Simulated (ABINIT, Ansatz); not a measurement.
# AlH3 (R-3c): G0W0 with ABINIT, start to end, part 3 of 3

How does a plane-wave GW calculation on AlH3 (R-3c) run from the first input to the gap?

ABINIT 10.8.3; LDA and many-body steps on it, plane waves. Known limits of the many-body steps: not at the basis limit.

So far. Step 4 (Empty states on the mesh, 4×4×4 mesh, 167 bands): On this mesh the gap is 1.946 eV. Step 5 (Screening, 4×4×4 mesh, 159 bands, screening to 176.9 eV): Local fields lower ε∞ by 10 %.

### 6. Self-energy, 4×4×4 mesh, 159 bands, screening to 176.9 eV

The self-energy is evaluated for the states that the input lists, and the levels follow from it, in one-shot runs by the linearised quasiparticle equation.

This step: G0W0 on LDA, plane waves, norm-conserving pseudopotentials.

Input file run.abi:

```
acell 3*1.0 Angstrom
rprim 
  2.224650000012 1.284402276382 3.934566666693
  -2.224650000012 1.284402276382 3.934566666693
  -0.000000000000 -2.568804552697 3.934566666715
ntypat 2
znucl 13 1
natom 8
typat 1 1 2 2 2 2 2 2
xred 
  0.000000000000 0.000000000000 -0.000000000000
  0.500000000000 0.500000000000 0.500000000000
  0.878000000000 0.622000000000 0.250000000000
  0.250000000000 0.878000000000 0.622000000000
  0.622000000000 0.250000000000 0.878000000000
  0.122000000000 0.378000000000 0.750000000000
  0.750000000000 0.122000000000 0.378000000000
  0.378000000000 0.750000000000 0.122000000000
pp_dirpath "pseudos"
pseudos "Al.upf, H.upf"
ecut 31
ngkpt 4 4 4
nshiftk 1
shiftk 0 0 0
kptopt 1
chksymbreak 0
istwfk *1
occopt 1
irdwfk 1
optdriver 4
nband 159
gwcalctyp 0
ecutsigx 31
symsigma 1
nkptgw 2
kptgw 
  0.2500000000 0.2500000000 0.0000000000
  0.0000000000 0.0000000000 0.0000000000
bdgw 
  5 8
  5 8
ecuteps 6.5
irdscr 1
ppmodel 1
indata_prefix "in"
outdata_prefix "out"
tmpdata_prefix "tmp"
```

On the command line:

```sh
$ OMP_NUM_THREADS=1 mpirun -n 4 abinit run.abi > log
```

Numbers of over 12 decimals in the logs are rounded to 6 here.

Output:

```text
.Version 10.8.3 of ABINIT. v10.8.2 released Aug 2026.

 Symmetries : space group R-3 c (#167); Bravais hR (rhombohedral)
[... echo of the input left out ...]
== DATASET  1 ==================================================================
-   mpi_nproc: 4, omp_nthreads: 1 (-1 if OMP is not activated)

--- !DatasetInfo
iteration_state: {dtset: 1, }
dimensions: {natom: 8, nkpt: 13, mband: 159, nsppol: 1, nspinor: 1, nspden: 1, mpw: 3775, }
cutoff_energies: {ecut:  31.0, pawecutdg:  -1.0, }
electrons: {nelect:   1.20000000E+01, charge:   0.00000000E+00, occopt:   1.00000000E+00, tsmear:   1.00000000E-02, }

 SIGMA: Calculation of the GW corrections

 Based on a program developped by R.W. Godby, V. Olevano, G. Onida, and L. Reining.
 Incorporated in ABINIT by V. Olevano, G.-M. Rignanese, and M. Torrent.
.Using double precision arithmetic ; gwpc =  8

[... cell and pseudopotentials left out ...]
--------------------------------------------------------------------------------

 ==== K-mesh for the wavefunctions ====
 Number of points in the irreducible wedge :    13
[... list of points left out ...]
 Together with 12 symmetry operations and time-reversal symmetry
 yields    64 points in the full Brillouin Zone.

 ==== Q-mesh for screening function ====
 Number of points in the irreducible wedge :    13
[... list of points left out ...]
 Together with 12 symmetry operations and time-reversal symmetry
 yields    64 points in the full Brillouin Zone.

 vcoul_init : cutoff-mode = AUXILIARY_FUNCTION
 q-points for optical limit:   1
     1)      0.000010    0.000020    0.000030
 setmesh: FFT mesh size selected  =    48x   48x   48
          total number of points  =       110592

 Number of electrons calculated from density =   12.0000; Expected =   12.0000
 average of density, n =  0.026362
 r_s =    2.0844
 omega_plasma =   15.6618 [eV]

 === KS Band Gaps ===
  >>>> For spin  1
   Minimum direct gap =   1.9949 [eV], located at k-point      :   0.0000  0.0000  0.0000
   Fundamental gap    =   1.9463 [eV], Top of valence bands at :   0.2500  0.2500  0.0000
                                       Bottom of conduction at :   0.0000  0.0000  0.0000
 SIGMA fundamental parameters:
 PLASMON POLE MODEL  1
 number of plane-waves for SigmaX                 3775
 number of plane-waves for SigmaC and W            339
 number of plane-waves for wavefunctions          3775
 number of bands                                   159
 number of independent spin polarizations            1
 number of spinorial components                      1
 number of k-points in IBZ                          13
 number of q-points in IBZ                          13
 number of symmetry operations                      12
 number of k-points in BZ                           64
 number of q-points in BZ                           64
 number of frequencies for dSigma/dE                 9
 frequency step for dSigma/dE [eV]                0.25
 number of omega for Sigma on real axis              0
 max omega for Sigma on real axis  [eV]           0.00
 zcut for avoiding poles [eV]                     0.10

 EPSILON^-1 parameters (SCR file):
 dimension of the eps^-1 matrix on file            339
 dimension of the eps^-1 matrix used               339
 number of plane-waves for wavefunctions          3775
 number of bands                                   159
 number of q-points in IBZ                          13
 number of frequencies                               2
 number of real frequencies                          1
 number of imag frequencies                          1

 matrix elements of self-energy operator (all in [eV])

 Perturbative Calculation

--- !SelfEnergy_ee
iteration_state: {dtset: 1, }
kpoint     : [   0.250,    0.250,    0.000, ]
spin       : 1
KS_gap     :    4.134
QP_gap     :    5.887
Delta_QP_KS:    1.753
data: !SigmaeeData |
     Band     E0 <VxcDFT>   SigX SigC(E0)      Z dSigC/dE  Sig(E)    E-E0       E
        5  -1.121 -10.955 -14.879   2.283   0.765  -0.308 -12.210  -1.254  -2.375
        6   0.827 -11.517 -14.806   1.757   0.778  -0.285 -12.709  -1.192  -0.364
        7   4.962 -10.117  -5.795  -3.613   0.792  -0.262  -9.556   0.561   5.523
        8   6.316  -8.484  -3.854  -3.831   0.810  -0.235  -7.837   0.647   6.963

--- !SelfEnergy_ee
iteration_state: {dtset: 1, }
kpoint     : [   0.000,    0.000,    0.000, ]
spin       : 1
KS_gap     :    1.995
QP_gap     :    3.862
Delta_QP_KS:    1.867
data: !SigmaeeData |
     Band     E0 <VxcDFT>   SigX SigC(E0)      Z dSigC/dE  Sig(E)    E-E0       E
        5   0.779 -11.714 -15.141   1.840   0.777  -0.288 -12.947  -1.233  -0.454
        6   0.779 -11.714 -15.141   1.840   0.777  -0.288 -12.947  -1.233  -0.454
        7   2.774  -9.614  -5.518  -3.303   0.800  -0.250  -8.980   0.634   3.408
        8   6.452  -8.209  -3.402  -3.917   0.812  -0.232  -7.487   0.722   7.174

== END DATASET(S) ==============================================================
================================================================================

 -outvars: echo values of variables after computation  --------
           etotal      0.0000000000E+00
            nband         159
             nkpt          13
          spgroup         167
 [... the other variables as echoed above ...]

 Calculation completed.
```

Run time: 62 s. Hardware: 4 MPI ranks of Intel Xeon Platinum 8259CL at 2.50GHz (Skylake/Cascade Lake), shared host; peak memory 2.3 GiB; 4.1 min of CPU time.

Numbers from this step:

```yaml
g0w0_gap_on_the_points_computed: 3.772 eV
starting_gap_on_the_mesh: 1.946 eV
k_of_the_valence_top: 0.25, 0.25, 0
k_of_the_conduction_bottom: 0, 0, 0
z_at_the_valence_top: 0.778
z_at_the_conduction_bottom: 0.8
least_direct_g0w0_gap_on_the_computed_points: 3.862 eV
```

The gap on the mesh goes from 1.95 eV to 3.77 eV, a correction of +1.83 eV.

Limits: finite bands, cutoff and mesh. v1 is the top filled band, c1 the lowest empty one. The levels before and after the correction (eV, zero at the valence-band top of each column):

```
           conduction bottom  valence top
Kohn-Sham               1.95         0.00
     G0W0               3.77         0.00
```

```csv
,level,energy (eV)
Kohn-Sham,(0.25 0.25 0) v2,-1.948
Kohn-Sham,(0.25 0.25 0) v1,0.000
Kohn-Sham,(0.25 0.25 0) c1,4.134
Kohn-Sham,(0.25 0.25 0) c2,5.489
Kohn-Sham,Γ v2-v1,-0.049
Kohn-Sham,Γ c1,1.946
Kohn-Sham,Γ c2,5.625
G0W0,(0.25 0.25 0) v2,-2.011
G0W0,(0.25 0.25 0) v1,0.000
G0W0,(0.25 0.25 0) c1,5.887
G0W0,(0.25 0.25 0) c2,7.327
G0W0,Γ v2-v1,-0.090
G0W0,Γ c1,3.772
G0W0,Γ c2,7.538
```

### 7. Where the time went

Times are wall times on 4 MPI ranks of Intel Xeon Platinum 8259CL at 2.50GHz (Skylake/Cascade Lake), shared host, good to a factor of about two.

```
                          step     time  share  memory (GiB)
                  ground state     32 s    7 %          0.39
bands along the symmetry lines     12 s    3 %          0.32
      empty states on the mesh  3.3 min   43 %           3.3
                     screening  2.6 min   34 %           2.2
                   self-energy     62 s   14 %           2.3
```

### 8. Summary of results

```
LDA gap              : 1.94 eV, indirect
G0W0 gap on the mesh : 3.77 eV
GW settings          : 4×4×4 mesh, 159 bands, screening to 176.9 eV, Godby-Needs plasmon pole
known limits         : not at the basis limit
```

**Reading.** G0W0 moves the gap on the mesh from 1.95 eV to 3.77 eV (+1.83 eV), with Z of 0.78 and 0.80 at the edges. Local fields lower the RPA ε∞ on this mesh from 5.15 to 4.62. Only 2 of the mesh's irreducible points were corrected, so a valley elsewhere could overtake. Bands and cutoff are finite, so the gap is not at the basis limit. The miss can reach some tenths of an eV and take either sign; the mesh is an error of its own. In the G0W0 run levels were corrected at 2 k points alone, so a gap called «on the mesh» is the least over those, and an edge elsewhere would be missed.

[Paths, hosts, dates, memory and timing lines, banners, echoed tables and standing remarks are left out of the program output.]

[Logs are printed without paths, hosts, clocks, repeated set-up lines and the standing remarks that a program may print on its own settings, such as how far it seeks lower states.]

[Runs of the session that timed out or met a known fault of the program may be left out.]

[Hosts, paths, dates, database ids (printed as entryN), source tags and the programs' standing remarks are cut or masked in the printed files.]

[G0W0 gaps are taken among the corrected bands and points alone; a level outside them can change the order at an edge.]

[Where Ansatz stands beside ABINIT at settings called matched, ABINIT's density can come from a denser mesh and the files from another edition; pairs whose starting gaps differed by over 0.03 eV were left out, so agreement reads better than it is.]
